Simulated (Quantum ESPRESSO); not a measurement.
# The valence band of WC as photoemission sees it, part 6 of 15

Wanted: projected DOS of WC, weighted into photoemission and X-ray emission spectra, at several levels of theory.

Quantum ESPRESSO 7.5; DFT, PBE, plane waves, ultrasoft GBRV pseudopotentials, scalar-relativistic (the session's first sound run).

So far. Step 5 (The base run: bands): Of the bands kept, 2 cross the Fermi level on this path. Step 6 (With spin–orbit coupling: self-consistent run): The run ends at a pressure of 5.96 GPa.

## (7) With spin–orbit coupling: levels for the DOS

Level of this step: DFT, PBE, plane waves, norm-conserving PseudoDojo pseudopotentials, with spin-orbit coupling (Quantum ESPRESSO).

The levels for the density of states are solved on the fixed potential, without another SCF cycle.

nscf.in reads:

```
&control
  calculation = 'nscf'
  prefix = 'pes'
  outdir = './tmp'
  pseudo_dir = './pp'
  verbosity = 'high'
/
&system
  ibrav = 0
  nat = 2
  ntyp = 2
  ecutwfc = 82.0
  ecutrho = 328.0
  occupations = 'smearing'
  nbnd = 34
  smearing = 'fd'
  degauss = 0.00367
  noncolin = .true.
  lspinorb = .true.
/
&electrons
  conv_thr = 1.2e-08
  mixing_beta = 0.5
  electron_maxstep = 120
  diago_full_acc = .true.
/
ATOMIC_SPECIES
W 183.8400 W.upf
C 12.0110 C.upf
CELL_PARAMETERS angstrom
 2.906500000 0.000000000 0.000000000
 -1.453250000 2.517102836 0.000000000
 0.000000000 0.000000000 2.836600000
ATOMIC_POSITIONS crystal
W 0.000000000 0.000000000 0.000000000
C 0.666666667 0.333333333 0.500000000
K_POINTS automatic
24 24 20 0 0 0
```

Command:

```console
$ OMP_NUM_THREADS=1 mpirun -n 4 pw.x -nk 4 -in nscf.in > nscf.out
```

Log:

```text
[banner, memory and clock lines left out]
Program PWSCF v.7.5 starts

          URL

     Atomic positions and unit cell read from directory:
     ./tmp/pes.save/

     Message from routine setup:
     using ibrav=0 with symmetry is DISCOURAGED, use correct ibrav instead

     G-vector sticks info

     bravais-lattice index     =            0
     lattice parameter (alat)  =       5.4925  a.u.
     unit-cell volume          =     140.0445 (a.u.)^3
     number of atoms/cell      =            2
     number of atomic types    =            2
     number of electrons       =        18.00
     number of Kohn-Sham states=           34
     kinetic-energy cutoff     =      82.0000  Ry
     charge density cutoff     =     328.0000  Ry
     Exchange-correlation= PBE
                           (   1   4   3   4   0   0   0)
     Non magnetic calculation with spin-orbit

     celldm(1)=   5.492489  celldm(2)=   0.000000  celldm(3)=   0.000000
     celldm(4)=   0.000000  celldm(5)=   0.000000  celldm(6)=   0.000000

     crystal axes: (cart. coord. in units of alat)
               a(1) = (   1.000000   0.000000   0.000000 )
               a(2) = (  -0.500000   0.866025   0.000000 )
               a(3) = (   0.000000   0.000000   0.975950 )

     reciprocal axes: (cart. coord. in units 2 pi/alat)
               b(1) = (  1.000000  0.577350 -0.000000 )
               b(2) = (  0.000000  1.154701  0.000000 )
               b(3) = (  0.000000 -0.000000  1.024642 )

     PseudoPot. # 1 for W  read from file:
     ./pp/W.upf
     Pseudo is Norm-conserving + core correction, Zval = 14.0
     Generated using ONCVPSP code by D. R. Hamann
     Using radial grid of 1396 points, 14 beta functions with:
                l(1) =   0
                l(2) =   0
                l(3) =   1
                l(4) =   1
                l(5) =   1
                l(6) =   1
                l(7) =   2
                l(8) =   2
                l(9) =   2
               l(10) =   2
               l(11) =   3
               l(12) =   3
               l(13) =   3
               l(14) =   3

     PseudoPot. # 2 for C  read from file:
     ./pp/C.upf
     Pseudo is Norm-conserving + core correction, Zval =  4.0
     Generated using ONCVPSP code by D. R. Hamann
     Using radial grid of 1248 points,  6 beta functions with:
                l(1) =   0
                l(2) =   0
                l(3) =   1
                l(4) =   1
                l(5) =   1
                l(6) =   1

     atomic species   valence    mass     pseudopotential
     W                14.00   183.84000     W ( 1.00)
     C                 4.00    12.01100     C ( 1.00)

     12 Sym. Ops. (no inversion) found

                                    s                        frac. trans.

      isym =  1     identity

 cryst.   s( 1) = (     1          0          0      )
                  (     0          1          0      )
                  (     0          0          1      )

 cart.    s( 1) = (  1.0000000 -0.0000000  0.0000000 )
                  (  0.0000000  1.0000000  0.0000000 )
                  (  0.0000000  0.0000000  1.0000000 )

      isym =  2     180 deg rotation - cart. axis [0,1,0]

 cryst.   s( 2) = (    -1          0          0      )
                  (     1          1          0      )
                  (     0          0         -1      )

 cart.    s( 2) = ( -1.0000000  0.0000000  0.0000000 )
                  (  0.0000000  1.0000000  0.0000000 )
                  (  0.0000000  0.0000000 -1.0000000 )

      isym =  3     120 deg rotation - cryst. axis [0,0,1]

 cryst.   s( 3) = (     0          1          0      )
                  (    -1         -1          0      )
                  (     0          0          1      )

 cart.    s( 3) = ( -0.5000000 -0.8660254  0.0000000 )
                  (  0.8660254 -0.5000000  0.0000000 )
                  (  0.0000000  0.0000000  1.0000000 )

      isym =  4     120 deg rotation - cryst. axis [0,0,-1]

 cryst.   s( 4) = (    -1         -1          0      )
                  (     1          0          0      )
                  (     0          0          1      )

 cart.    s( 4) = ( -0.5000000  0.8660254  0.0000000 )
                  ( -0.8660254 -0.5000000  0.0000000 )
                  (  0.0000000  0.0000000  1.0000000 )

      isym =  5     180 deg rotation - cryst. axis [1,-1,0]

 cryst.   s( 5) = (     0         -1          0      )
[...]
cart.    s( 5) = (  0.5000000 -0.8660254  0.0000000 )
[...]
isym =  6     180 deg rotation - cryst. axis [2,1,0]

 cryst.   s( 6) = (     1          1          0      )
[...]
cart.    s( 6) = (  0.5000000  0.8660254  0.0000000 )
[...]
isym =  7     inv. 180 deg rotation - cart. axis [0,0,1]

 cryst.   s( 7) = (     1          0          0      )
[...]
cart.    s( 7) = (  1.0000000 -0.0000000  0.0000000 )
[...]
isym =  8     inv. 180 deg rotation - cart. axis [1,0,0]

 cryst.   s( 8) = (    -1          0          0      )
[...]
cart.    s( 8) = ( -1.0000000  0.0000000  0.0000000 )
[...]
isym =  9     inv.  60 deg rotation - cryst. axis [0,0,1]

 cryst.   s( 9) = (    -1         -1          0      )
[...]
cart.    s( 9) = ( -0.5000000  0.8660254  0.0000000 )
[...]
isym = 10     inv.  60 deg rotation - cryst. axis [0,0,-1]

 cryst.   s(10) = (     0          1          0      )
[...]
cart.    s(10) = ( -0.5000000 -0.8660254  0.0000000 )
[...]
isym = 11     inv. 180 deg rotation - cryst. axis [0,1,0]

 cryst.   s(11) = (     1          1          0      )
                  (     0         -1          0      )
                  (     0          0          1      )

 cart.    s(11) = (  0.5000000  0.8660254  0.0000000 )
                  (  0.8660254 -0.5000000  0.0000000 )
                  (  0.0000000  0.0000000  1.0000000 )

      isym = 12     inv. 180 deg rotation - cryst. axis [1,1,0]

 cryst.   s(12) = (     0         -1          0      )
                  (    -1          0          0      )
                  (     0          0          1      )

 cart.    s(12) = (  0.5000000 -0.8660254  0.0000000 )
                  ( -0.8660254 -0.5000000  0.0000000 )
                  (  0.0000000  0.0000000  1.0000000 )

   Cartesian axes

     site n.     atom                  positions (alat units)
         1        W      tau(   1) = (   0.0000000   0.0000000   0.0000000  )
         2        C      tau(   2) = (   0.5000000   0.2886751   0.4879752  )

   Crystallographic axes

     site n.     atom                  positions (cryst. coord.)
         1        W      tau(   1) = (  0.0000000  0.0000000  0.0000000  )
         2        C      tau(   2) = (  0.6666667  0.3333333  0.5000000  )

     number of k points=   671  Fermi-Dirac smearing, width (Ry)=  0.0037
                       cart. coord. in units 2pi/alat
        k(    1) = (   0.0000000   0.0000000   0.0000000), wk =   0.0000868
        k(    2) = (   0.0000000   0.0000000   0.0512321), wk =   0.0001736
        k(    3) = (   0.0000000   0.0000000   0.1024642), wk =   0.0001736
        k(    4) = (   0.0000000   0.0000000   0.1536963), wk =   0.0001736
        k(    5) = (   0.0000000   0.0000000   0.2049284), wk =   0.0001736
        k(    6) = (   0.0000000   0.0000000   0.2561605), wk =   0.0001736
        k(    7) = (   0.0000000   0.0000000   0.3073927), wk =   0.0001736
        k(    8) = (   0.0000000   0.0000000   0.3586248), wk =   0.0001736
        k(    9) = (   0.0000000   0.0000000   0.4098569), wk =   0.0001736
        k(   10) = (   0.0000000   0.0000000   0.4610890), wk =   0.0001736
        k(   11) = (   0.0000000   0.0000000  -0.5123211), wk =   0.0000868
        k(   12) = (   0.0000000   0.0481125   0.0000000), wk =   0.0005208
        k(   13) = (   0.0000000   0.0481125   0.0512321), wk =   0.0010417
        k(   14) = (   0.0000000   0.0481125   0.1024642), wk =   0.0010417
        k(   15) = (   0.0000000   0.0481125   0.1536963), wk =   0.0010417
        k(   16) = (   0.0000000   0.0481125   0.2049284), wk =   0.0010417
[...]
cryst. coord.
[...]
k(  514) = (   0.1666667   0.3333333   0.3500000), wk =   0.0020833
        k(  515) = (   0.1666667   0.3333333   0.4000000), wk =   0.0020833
        k(  516) = (   0.1666667   0.3333333   0.4500000), wk =   0.0020833
        k(  517) = (   0.1666667   0.3333333  -0.5000000), wk =   0.0010417
        k(  518) = (   0.1666667   0.3750000   0.0000000), wk =   0.0010417
        k(  519) = (   0.1666667   0.3750000   0.0500000), wk =   0.0020833
        k(  520) = (   0.1666667   0.3750000   0.1000000), wk =   0.0020833
        k(  521) = (   0.1666667   0.3750000   0.1500000), wk =   0.0020833
        k(  522) = (   0.1666667   0.3
[... cut ...]
 0.1667 0.5774 0.3586 (  1755 PWs)   bands (ev):

   -53.1402 -53.1402 -24.7296 -24.7184 -15.2639 -15.2532 -14.9705 -14.9465
     9.5098   9.6230  13.8692  13.9945  15.3126  15.4750  17.3385  17.6458
    19.8223  20.1037  24.5815  24.8324  25.7025  26.0363  26.9137  27.0255
    28.5874  29.0454  31.1465  31.3110  33.5743  34.2083  35.0896  35.3728
    37.7989  38.4663

     occupation numbers
     1.0000   1.0000   1.0000   1.0000   1.0000   1.0000   1.0000   1.0000
     1.0000   1.0000   1.0000   1.0000   1.0000   1.0000   1.0000   1.0000
     1.0000   0.9999   0.0000   0.0000   0.0000   0.0000   0.0000   0.0000
     0.0000   0.0000   0.0000   0.0000   0.0000   0.0000   0.0000   0.0000
     0.0000   0.0000

          k = 0.1667 0.5774 0.4099 (  1754 PWs)   bands (ev):

   -53.1358 -53.1358 -24.7407 -24.7296 -15.2896 -15.2859 -14.9844 -14.9536
     9.4499   9.5201  13.9493  14.0887  14.9403  15.1271  17.7049  17.9896
    19.9486  20.2086  24.9005  25.1205  25.9880  26.3519  26.9692  27.0915
    29.2900  29.6673  30.7325  30.8845  33.1171  33.9374  34.3022  34.5743
    37.6983  38.1113

     occupation numbers
     1.0000   1.0000   1.0000   1.0000   1.0000   1.0000   1.0000   1.0000
     1.0000   1.0000   1.0000   1.0000   1.0000   1.0000   1.0000   1.0000
     1.0000   0.9993   0.0000   0.0000   0.0000   0.0000   0.0000   0.0000
     0.0000   0.0000   0.0000   0.0000   0.0000   0.0000   0.0000   0.0000
     0.0000   0.0000

          k = 0.1667 0.5774 0.4611 (  1752 PWs)   bands (ev):

[...]
37.5182  37.7400

     occupation numbers
[...]
0.0000   0.0000

          k = 0.1667 0.5774-0.5123 (  1758 PWs)   bands (ev):

[...]
37.4418  37.6025

     occupation numbers
[...]
0.0000   0.0000

          k = 0.2083 0.3608 0.0000 (  1766 PWs)   bands (ev):

[...]
39.0143  39.0454

     occupation numbers
[...]
0.0000   0.0000

          k = 0.2083 0.3608 0.0512 (  1758 PWs)   bands (ev):

[...]
38.8910  39.3604

     occupation numbers
[...]
0.0000   0.0000

          k = 0.2083 0.3608 0.1025 (  1760 PWs)   bands (ev):

[...]
38.8005  39.5370

     occupation numbers
[...]
0.0000   0.0000

          k = 0.2083 0.3608 0.1537 (  1757 PWs)   bands (ev):

[...]
38.6422  39.4287

     occupation numbers
[...]
0.0000   0.0000

          k = 0.2083 0.3608 0.2049 (  1757 PWs)   bands (ev):

[...]
occupation numbers
[...]
k = 0.2083 0.3608 0.2562 (  1758 PWs)   bands (ev):

[...]
occupation numbers
[...]
k = 0.2083 0.3608 0.3074 (  1755 PWs)   bands (ev):

[...]
occupation numbers
[...]
k = 0.2083 0.3608 0.3586 (  1755 PWs)   bands (ev):

[...]
occupation numbers
[...]
k = 0.2083 0.3608 0.4099 (  1748 PWs)   bands (ev):

[...]
occupation numbers
[...]
k = 0.2083 0.3608 0.4611 (  1748 PWs)   bands (ev):

[...]
occupation numbers
[...]
k = 0.2083 0.3608-0.5123 (  1748 PWs)   bands (ev):

[...]
occupation numbers
[...]
k = 0.2083 0.4090 0.0000 (  1755 PWs)   bands (ev):

[...]
occupation numbers
[...]
k = 0.2083 0.4090 0.0512 (  1755 PWs)   bands (ev):

[...]
k = 0.2083 0.4090 0.1025 (  1760 PWs)   bands (ev):

[...]
k = 0.2083 0.4090 0.1537 (  1757 PWs)   bands (ev):

[...]
k = 0.2083 0.4090 0.2049 (  1762 PWs)   bands (ev):

[...]
occupation numbers
[...]
k = 0.2083 0.4090 0.2562 (  1765 PWs)   bands (ev):

[...]
occupation numbers
[...]
k = 0.2083 0.4090 0.3074 (  1762 PWs)   bands (ev):

[...]
occupation numbers
[...]
k = 0.2083 0.4090 0.3586 (  1753 PWs)   bands (ev):

[...]
occupation numbers
[...]
k = 0.2083 0.4090 0.4099 (  1749 PWs)   bands (ev):

[...]
36.8412  37.1064

     occupation numbers
[...]
0.0000   0.0000

          k = 0.2083 0.4090 0.4611 (  1749 PWs)   bands (ev):

[...]
36.6993  36.8065

     occupation numbers
[...]
0.0000   0.0000

          k = 0.2083 0.4090-0.5123 (  1754 PWs)   bands (ev):

[...]
36.6846  36.7078

     occupation numbers
[...]
0.0000   0.0000

          k = 0.2083 0.4571 0.0000 (  1763 PWs)   bands (ev):

[...]
20.0273  20.1683  21.7302  21.9459  23.0766  23.1138  25.1980  25.5045
    28.7346  28.9922  31.7831  32.0233  35.7621  35.8135  37.2412  37.4542
    39.7428  39.7874

     occupation numbers
     1.0000   1.0000   1.0000   1.0000   1.0000   1.0000   1.0000   1.0000
     1.0000   1.0000   1.0000   1.0000   1.0000   1.0000   1.0000   1.0000
     1.0000   0.9997   0.0000   0.0000   0.0000   0.0000   0.0000   0.0000
     0.0000   0.0000   0.0000   0.0000   0.0000   0.0000   0.0000   0.0000
     0.0000   0.0000

          k = 0.2083 0.4571 0.0512 (  1764 PWs)   bands (ev):

   -53.1744 -53.1744 -24.6452 -24.6331 -15.2057 -15.1539 -14.7027 -14.6889
     9.3700   9.6597  13.9358  14.0013  16.4901  16.7530  17.2202  17.3059
    19.8576  20.0962  21.6726  22.0995  23.2710
```

Run time: 2.3 min. Hardware: 4 MPI ranks of Intel Xeon at 2.60GHz (Ice Lake), shared host; 9 min of CPU time.

Numbers from this step:

- Fermi energy: 20.57 eV

(Part 6 of 15 ends here.)

[Logs are printed without paths, hosts, clocks, repeated set-up lines and the standing remarks that a program may print on its own settings, such as how far it seeks lower states.]

[Hosts, paths, dates, database ids (printed as entryN), source tags and the programs' standing remarks are cut or masked in the printed files.]

[Maps of the electrostatic potential energy from Ansatz leave out the sawtooth potential of an applied field or a dipole correction, so their vacuum need not be flat; work functions include it.]

[Peak lists hold at most the 14 tallest peaks of each spectrum; further lines can be left out.]
